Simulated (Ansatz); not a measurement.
Consider Tl2ReCl6 (started from the K2PtCl6 type) (Fm-3m).

The structure was built from a prototype and need not be the compound's stable phase.

```xyz
9
Lattice="4.8058 0.0000 4.8058 4.8058 4.8058 0.0000 0.0000 4.8058 4.8058" Properties=species:S:1:pos:R:3 pbc="T T T"
Tl    2.4029    2.4029    2.4029
Tl    7.2087    7.2087    7.2087
Re    0.0000    0.0000    0.0000
Cl    2.3229    4.8058    4.8058
Cl    7.2887    4.8058    4.8058
Cl    4.8058    4.8058    2.3229
Cl    4.8058    4.8058    7.2887
Cl    4.8058    2.3229    4.8058
Cl    4.8058    7.2887    4.8058
```

The structure was relaxed with PBEsol. The structure type comes from a generator and need not be one that this composition takes. The structure was generated from a model, not taken from a measurement. The runs that relaxed it are not among those shown. The program's search for lower electronic states was switched off, so nothing shows that the state found is the lowest. Spin-orbit coupling is left out unless a run names it. PAW set soft_2, made with PBE.

A constrained-RPA run (Ansatz 0.2.0; non-magnetic PBEsol; Re t2g, bands v2 to c1, 2×2×2 mesh, medium accuracy) builds 3 functions on bands 0.86 eV wide, with 3.0 electrons in the window. The bare on-site interaction is 9.7 eV and the bare J 0.32 eV.

Q: What U and J survive the screening?

On the Re t2g shell, U = 2.46 eV (25 % of the bare value), U′ = 1.95 eV, J = 0.22 eV.

The parent state is non-magnetic and the interaction static (zero frequency); U depends on the window and the orbitals, so it belongs to this model alone. Spin-orbit coupling, which is strong for atoms this heavy, is left out. Coarse meshes can leave U off its limit, most where the target bands are metallic.

[Paths, hosts, dates, memory and timing lines, banners, echoed tables and standing remarks are left out of the program output.]

[Logs are printed without paths, hosts, clocks, repeated set-up lines and the standing remarks that a program may print on its own settings, such as how far it seeks lower states.]

[Runs of the session that timed out or met a known fault of the program may be left out.]

[Hosts, paths, dates, database ids (printed as entryN), source tags and the programs' standing remarks are cut or masked in the printed files.]
